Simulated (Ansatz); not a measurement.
# InSe (R3m): zone-centre modes under pressure, part 3 of 3

Aim: how do the optical modes of InSe (R3m) move with volume?

Ansatz 0.2.0; DFT LDA, scalar-relativistic, plane waves, PAW; PAW set soft_1.

So far, highest optical mode at the zone centre (no LO-TO term) (cm⁻¹): step 4 (zone-centre response at rest) 227; step 6 (occupations fixed, volume ratio 1.06) 223.

The database entry behind the starting cell differs from later determinations by our own check (c about 1.5 % long), so it need not match the best structure at ambient conditions.

**8. Zone-centre modes of the member: 0.9 times the volume at rest**

The zone-centre modes follow for 0.9 times the volume at rest.

The input, input.yaml:

```yaml
crystal:
  lattice:
    - [1.9290502137, 1.1137376602, 7.7595012936]
    - [-1.9290502137, 1.1137376602, 7.7595012936]
    - [0.0, -2.2274753203, 7.7595012936]
  atoms:
    - { symbol: Se, position: [0.3911001495, 0.3911001495, 0.3911001495] }
    - { symbol: Se, position: [0.1644140492, 0.1644140492, 0.1644140492] }
    - { symbol: In, position: [1.0017634171, 0.0017634171, 0.0017634171] }
    - { symbol: In, position: [0.8867223843, 0.8867223843, 0.8867223843] }
kpoints:
  mp_grid: { grid: [12, 12, 12] }
hamiltonian:
  xc: lda
  pseudopotentials: { kind: paw, azcp: { folder: soft_1 }, xc_functional: pbe }
scf:
  occupations: { method: fixed }
output:
  eigenvalues: true
phonons:
  method: dfpt
```

On the command line:

```console
$ ansatz run input.yaml --threads 4 --pin off --max-ram 16384MiB --backend cpu --events-out ev --progress --plain --runs-dir out
```

Numbers of over 12 decimals in the logs are rounded to 6 here.

The program printed:

```text
[...]
Crystal: 4 atoms, lattice volume = 100.026 Å³
Basis set: ecut = 420 eV, 1969 PW (Γ), exchange–correlation on 108×108×108 points (8 copies of the dense FFT grid, shifted against one another)
Bands: 35, of which v1, the nominal top of the filled ones, is band 29 counted from 1 (28 counted from 0)
Symmetry: 6 space group operations
k-points: 476 of 1728 (irreducible under 2 space group operations, time reversal used)
[...]
k-point 1: bands = [... 25 lower, 7.3416, 7.3437, 7.7189, 7.8116, 11.4755, 11.7555, 13.0011, 13.5240, ... 2 higher]
  k-point 2: bands = [... 25 lower, 7.0577, 7.1047, 7.6010, 7.7835, 11.4430, 11.7729, 12.9286, 13.3688, ... 2 higher]
  k-point 475: bands = [... 25 lower, 7.3903, 7.9797, 7.9797, 9.0037, 9.5327, 11.4909, 13.2611, 13.2611, ... 2 higher]
[...]
ASR residual: 1.173e-4 → 0.000e0 eV/Å²; symmetrization residual: 1.663e-5 eV/Å²
  ASR residual per site (eV/Å²): 9.02e-5 1.17e-4 8.55e-5 6.75e-5
[...]
[key lines of the parts left out:]
SCF converged after 12 iterations
Free energy (F): -21682.726405 eV
Fermi energy:    9.042832 eV
```

Elapsed: 4.4 min, on 4 threads of AMD EPYC 9R45, shared host; peak memory 4.9 GiB.

Numbers from this step:

```yaml
sum_rule_residual_before_enforcement: 1.17e-4 eV/Å²
highest_optical_mode_at_the_zone_centre_no_lo_to_term: 246.1 cm⁻¹
lowest_optical_zone_centre_mode: 43.52 cm⁻¹
```

Without the LO-TO term. Patterns of degenerate modes are one choice out of their space. Modes at Γ, with each element's share of the kinetic energy:

```
mode  frequency (cm⁻¹)  symmetry  Se %  In %
   1               0.0  acoustic    41    59
   2               0.0  acoustic    41    59
   3               0.0  acoustic    41    59
   4              43.5         E    34    66
   5              43.5         E    34    66
   6             137.9        A1    71    29
   7             188.9         E    61    39
   8             188.9         E    61    39
   9             194.1         E    64    36
  10             194.1         E    64    36
  11             203.1        A1    59    41
  12             246.1        A1    29    71
```

Without the LO-TO term the lowest optical mode is real, 43.5 cm⁻¹, and the highest lies at 246.1 cm⁻¹.

Between step 6 and this run (volume ratio 0.9) the value for the highest optical mode at the zone centre (no LO-TO term) moves from 223 cm⁻¹ to 246 cm⁻¹ (+10 %).

**9. All members side by side**

The members are set side by side, also those not shown above.

Each row is one cell with its response, relaxed at fixed volume as far as symmetry leaves anything free; energies are extrapolated to zero smearing, and E0 is that at rest; shape and atoms are relaxed in each cell where symmetry leaves them free. State of the crystal along the series:

```
volume ratio  V (Å³/atom)  pressure (GPa)  E - E0 (meV/atom)  first cell vector (Å)  third cell vector (Å)  gap on mesh (eV)
         0.9        25.01           4.747              35.56                  8.073                  8.073            0.4898
        0.92        25.56            3.48              21.34                  8.133                  8.133            0.4109
        0.94        26.12            2.38              11.23                  8.199                  8.199            0.3415
        0.96        26.67           1.438               4.65                  8.273                  8.273            0.2726
        0.98        27.23           0.646              1.078                  8.355                  8.355            0.2236
        0.99        27.51          0.3042             0.2593                  8.399                  8.399            0.2071
           1        27.79         5.79e-4                  0                  8.447                  8.447            0.1967
        1.02        28.34         -0.5033             0.9106                   8.55                   8.55            0.1973
        1.04         28.9         -0.8623              3.309                  8.668                  8.668            0.2312
        1.06        29.45          -1.082              6.702                    8.8                    8.8             0.301
```

Each mode is tracked from rest by its pattern, and modes that stay within 0.3 cm⁻¹ of each other stand once; shape and atoms are relaxed in each cell where symmetry leaves them free. Optical modes along the series:

```
V (Å³/atom)  mode 4 E (cm⁻¹)  mode 6 A1 (cm⁻¹)  mode 7 E (cm⁻¹)  mode 9 E (cm⁻¹)  mode 11 A1 (cm⁻¹)  mode 12 A1 (cm⁻¹)
      25.01            43.52             137.9            188.9            194.1              203.1              246.1
      25.56             42.8             132.5              186            190.3              199.5              241.3
      26.12            42.08             127.3            183.2            186.8              196.4                237
      26.67            41.38             122.5            180.6            183.6              193.8              233.2
      27.23            40.69             118.1            178.1            180.7              191.7              229.9
      27.51            40.36               116            176.9            179.5              190.9              228.5
      27.79            40.05             114.2            175.9            178.4              190.2              227.2
      28.34            39.47             110.7            173.9            176.5              189.2              225.2
       28.9            38.96               108            172.4            175.2              188.8              223.8
      29.45            38.55             105.9            171.3            174.4              188.9              223.1
```

From cubic fits (parabolas where under five rows exist) of ln ω and P against ln V through the rows within about 4 % of rest: γ = −d ln ω / d ln V and dω/dP = γ ω / B. Slopes at rest:

```
      mode  fitted frequency at rest (cm⁻¹)  Grüneisen parameter γ  dω/dP (cm⁻¹/GPa)
  mode 4 E                               40                   0.76              1.06
 mode 6 A1                            114.1                   1.62              6.46
  mode 7 E                            175.9                    0.6              3.68
  mode 9 E                            178.4                   0.59               3.7
mode 11 A1                            190.2                   0.33               2.2
mode 12 A1                            227.2                   0.53              4.17
```

**10. Summary of results**

```json
{
 "members": "10",
 "highest optical mode at the zone centre (no LO-TO term), at rest": "227.2 cm⁻¹",
 "bulk modulus at rest": "28.7 GPa",
 "mode 7 E, γ": "0.60",
 "mode 9 E, γ": "0.59",
 "mode 11 A1, γ": "0.33",
 "mode 12 A1, γ": "0.53"
}
```

The series spans -1.1 to 4.7 GPa, and the slope at rest gives a bulk modulus of 29 GPa. Among the modes in the table of slopes γ runs from 0.33 (mode 11 A1) to 1.62 (mode 6 A1). One k mesh and one cutoff serve the ground states and modes of all volumes. These are harmonic frequencies at zero temperature: anharmonic shifts, linewidths and thermal expansion are left out. The PAW files were made for PBE; the program adapts parts of them to the functional of the run, but their partial waves stay those of PBE, an approximation that was not tested in this session. Only the zone centre was solved, so an instability at another wavevector cannot show here. The level has no dispersion term, on which the spacing and the interlayer modes of this layered crystal depend.

[Logs are printed without paths, hosts, clocks, repeated set-up lines and the standing remarks that a program may print on its own settings, such as how far it seeks lower states.]

[Hosts, paths, dates, database ids (printed as entryN), source tags and the programs' standing remarks are cut or masked in the printed files.]
